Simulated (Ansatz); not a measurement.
# How fast states decay through CsTl3F6, part 2 of 2

A new crystal, CsTl3F6: structure, gap and complex bands. It is built by putting Cs for Na in the NaTl3F6 structure of space group Fm-3m, with the volume rescaled by atomic radii. The parent structure comes from the Materials Project.

Ansatz 0.2.0; PBE DFT, plane waves, PAW files (the session's first sound run).

So far, gap on path (eV): step 3 (the bulk crystal and its band edges) 3.36.

The structure was built from a prototype and need not be the compound's stable phase.

## Step 5: Band edges at another level

This step: PBEsol DFT, plane waves, PAW files (Ansatz 0.2.0).

The edges again with PBEsol, at the same atoms.

input.yaml reads:

```yaml
crystal:
  lattice:
    - [0.0, 4.9679789032, 4.9679789032]
    - [4.9679789032, 0.0, 4.9679789032]
    - [4.9679789032, 4.9679789032, 0.0]
  atoms:
    - { symbol: Cs, position: [0.0, 0.0, 0.0] }
    - { symbol: Tl, position: [0.25, 0.25, 0.25] }
    - { symbol: Tl, position: [0.75, 0.75, 0.75] }
    - { symbol: Tl, position: [0.5, 0.5, 0.5] }
    - { symbol: F, position: [0.7206346092, 0.2793653908, 0.2793653908] }
    - { symbol: F, position: [0.2793653908, 0.7206346092, 0.7206346092] }
    - { symbol: F, position: [0.2793653908, 0.7206346092, 0.2793653908] }
    - { symbol: F, position: [0.7206346092, 0.2793653908, 0.7206346092] }
    - { symbol: F, position: [0.2793653908, 0.2793653908, 0.7206346092] }
    - { symbol: F, position: [0.7206346092, 0.7206346092, 0.2793653908] }
kpoints:
  mp_grid: { grid: [4, 4, 4] }
  band_path: { path: [VBM, CBM], npoints: 30 }
scf:
  occupations: { method: fixed }
hamiltonian:
  xc: pbesol
output:
  eigenvalues: true
```

Launch:

```sh
$ ansatz run input.yaml --threads 2 --pin off --max-ram 4096MiB --backend cpu --events-out ev --progress --plain --runs-dir out
```

Wall time 15 s (2 threads of Arm Neoverse V2, shared host); peak memory 0.54 GiB; 30 s of CPU time.

Numbers from this step:

* free energy: -44277.2396 eV
* Fermi energy: 1.649 eV
* gap on the k-mesh: 3.282 eV
* gap on path: 3.282 eV, by band count; negative where bands overlap
* direct gap on path: 3.787 eV

Electronic bands along the path, in eV, zero at the Fermi level (highest filled level under fixed occupations); v1 is the highest filled band, c1 the lowest empty one:

| point | v4 | v3 | v2 | v1 | c1 | c2 | c3 | c4 |
| --- | --- | --- | --- | --- | --- | --- | --- | --- |
| VBM | -0.75 | -0.75 | 0.00 | 0.00 | 3.98 | 4.67 | 5.12 | 5.12 |
| halfway | -0.75 | -0.72 | -0.22 | -0.20 | 3.64 | 4.52 | 4.79 | 5.10 |
| CBM | -0.70 | -0.59 | -0.59 | -0.54 | 3.28 | 4.61 | 4.61 | 4.87 |

The searched edges give 3.28 eV, as on the mesh.

Between step 3 and this run (PBEsol) the value for the gap on path moves from 3.36 eV to 3.28 eV.

## Step 6: Complex bands at another level

This step: PBEsol DFT, plane waves, PAW files; complex bands by layer matching along the plane's normal (Ansatz 0.2.0).

The complex bands at that level, over its own gap, at (0, 0) and (0, -0.5).

input.yaml reads:

```yaml
crystal:
  lattice:
    - [7.025783142, 0.0, 0.0]
    - [3.512891571, 6.084506683, 0.0]
    - [3.512891571, 2.028168894, 5.736527914]
  atoms:
    - { symbol: Cs, position: [0.0, 0.0, 0.0] }
    - { symbol: Tl, position: [0.75, 0.75, 0.75] }
    - { symbol: Tl, position: [0.25, 0.25, 0.25] }
    - { symbol: Tl, position: [0.5, 0.5, 0.5] }
    - { symbol: F, position: [0.7206346092, 0.7206346092, 0.2793653908] }
    - { symbol: F, position: [0.2793653908, 0.2793653908, 0.7206346092] }
    - { symbol: F, position: [0.2793653908, 0.7206346092, 0.2793653908] }
    - { symbol: F, position: [0.7206346092, 0.2793653908, 0.7206346092] }
    - { symbol: F, position: [0.7206346092, 0.2793653908, 0.2793653908] }
    - { symbol: F, position: [0.2793653908, 0.7206346092, 0.7206346092] }
kpoints:
  mp_grid: { grid: [4, 4, 4] }
scf:
  occupations: { method: fixed }
hamiltonian:
  xc: pbesol
output:
  eigenvalues: true
  transmission:
    leads: [[0, 0]]
    kpoints: [[0.0, 0.0], [0.0, -0.5]]
    e_range: [-1.0, 4.28]
    de: 0.09
```

Wall time 1.9 min (2 threads); peak memory 1.7 GiB.

Numbers from this step:

- level to which the leads are filled: 1.641 eV from the Fermi level
- decay constant at the filling level, zone centre: 0.5025 Å⁻¹
- decay constant at the filling level, slowest listed point: 0.3969 Å⁻¹

K parallel (0, 0); values up to 1.5 1/Å, a degenerate pair printed once or twice; energies at which all values exceed this have no row. The Im kz of the slowest decaying states by energy, zero at the highest filled level on the SCF mesh:

| energy (eV) | decay 1 (Å⁻¹) | decay 2 (Å⁻¹) | decay 3 (Å⁻¹) | decay 4 (Å⁻¹) |
| --- | --- | --- | --- | --- |
| -1.00 | 0.0903 | 0.129 | 0.169 | 0.338 |
| -0.82 | 0.120 | 0.127 | 0.258 | 0.265 |
| -0.55 | 0.288 | 0.474 | 0.528 | 0.562 |
| -0.37 | 0.342 | 0.508 | 0.706 | 0.777 |
| -0.19 | 0.381 | 0.537 | 0.815 | 0.877 |
| -0.01 | 0.407 | 0.415 | 0.561 | 0.894 |
| 0.08 | 0.153 | 0.419 | 0.428 | 0.572 |
| 0.26 | 0.267 | 0.443 | 0.446 | 0.593 |
| 0.44 | 0.340 | 0.461 | 0.610 | 0.946 |
| 0.71 | 0.419 | 0.480 | 0.633 | 0.939 |
| 0.89 | 0.460 | 0.489 | 0.647 | 0.935 |
| 1.07 | 0.495 | 0.496 | 0.658 | 0.929 |
| 1.34 | 0.501 | 0.540 | 0.674 | 0.920 |
| 1.52 | 0.502 | 0.566 | 0.683 | 0.911 |
| 1.70 | 0.502 | 0.588 | 0.691 | 0.901 |
| 1.88 | 0.500 | 0.607 | 0.698 | 0.892 |
| 2.15 | 0.494 | 0.630 | 0.707 | 0.878 |
| 2.33 | 0.487 | 0.643 | 0.713 | 0.869 |
| 2.51 | 0.478 | 0.653 | 0.717 | 0.860 |
| 2.78 | 0.461 | 0.663 | 0.721 | 0.845 |
| 2.96 | 0.446 | 0.666 | 0.719 | 0.835 |
| 3.14 | 0.427 | 0.667 | 0.712 | 0.825 |
| 3.41 | 0.389 | 0.666 | 0.683 | 0.806 |
| 3.59 | 0.354 | 0.649 | 0.670 | 0.762 |
| 3.77 | 0.302 | 0.603 | 0.692 | 0.827 |
| 4.04 | 0.206 | 0.501 | 0.653 | 0.838 |
| 4.22 | 0.216 | 0.366 | 0.623 | 0.844 |

K parallel (0, -0.5); values up to 1.5 1/Å, a degenerate pair printed once or twice; energies at which all values exceed this have no row. The Im kz of the slowest decaying states by energy, zero at the highest filled level on the SCF mesh:

```csv
energy (eV),decay 1 (Å⁻¹),decay 2 (Å⁻¹),decay 3 (Å⁻¹),decay 4 (Å⁻¹)
-1.00,0.128,0.135,0.179,0.202
-0.73,0.0917,0.151,0.172,0.175
-0.46,0.232,0.456,0.473,0.561
-0.19,0.321,0.538,0.556,0.660
-0.01,0.354,0.568,0.603,0.672
0.08,0.157,0.164,0.367,0.581
0.26,0.275,0.286,0.386,0.603
0.53,0.379,0.392,0.404,0.630
0.80,0.412,0.453,0.464,0.652
1.07,0.413,0.510,0.517,0.672
1.34,0.408,0.556,0.562,0.690
1.61,0.397,0.596,0.614,0.673
1.88,0.380,0.630,0.648,0.704
2.15,0.356,0.645,0.660,0.707
2.42,0.324,0.630,0.687,0.710
2.69,0.280,0.602,0.712,0.712
2.96,0.216,0.563,0.684,0.713
3.14,0.149,0.533,0.657,0.713
3.41,0.481,0.609,0.712,0.730
3.68,0.421,0.550,0.706,0.709
3.95,0.347,0.476,0.679,0.704
4.22,0.184,0.256,0.378,0.650
```

At the listed wavevectors the last open channel is at -0.01 eV and the next at +3.32 eV on the grid. At +1.61 eV, the grid energy nearest the filling level (the middle of the gap on the SCF mesh), the slowest state at the listed wavevectors decays with κ = 0.397 Å⁻¹, its amplitude falling by e over 2.5 Å; the first such run, plane (111), gave 0.400 Å⁻¹.

## Step 7: Summary of results

* band gap: 3.36 eV
* least decay constant at mid-gap, normal to (111): 0.400 Å⁻¹
* least decay constant, PBEsol: 0.397 Å⁻¹

In words: With PBE, the slowest decay at the wavevectors tried is κ = 0.400 Å⁻¹, normal to (111). Through such a film the transmission near mid-gap falls as exp(−2κd), a factor of ten every 2.9 Å. A free electron under a barrier of half the gap would need a mass of 0.36 mₑ to decay at this rate. The slowest decay isn't at the zone centre. With PBEsol the gap goes from 3.36 to 3.28 eV and the decay constant, over the first 2 listed wavevectors, from 0.400 to 0.397 Å⁻¹. The compound is made up by substitution; its stability against other phases and against distortions of the cell's symmetry was not tested. A semilocal functional narrows gaps, while spin-orbit coupling, left out here, narrows them in compounds of heavy elements, so the error in κ can go either way.

[Logs are printed without paths, hosts, clocks, repeated set-up lines and the standing remarks that a program may print on its own settings, such as how far it seeks lower states.]

[Hosts, paths, dates, database ids (printed as entryN), source tags and the programs' standing remarks are cut or masked in the printed files.]
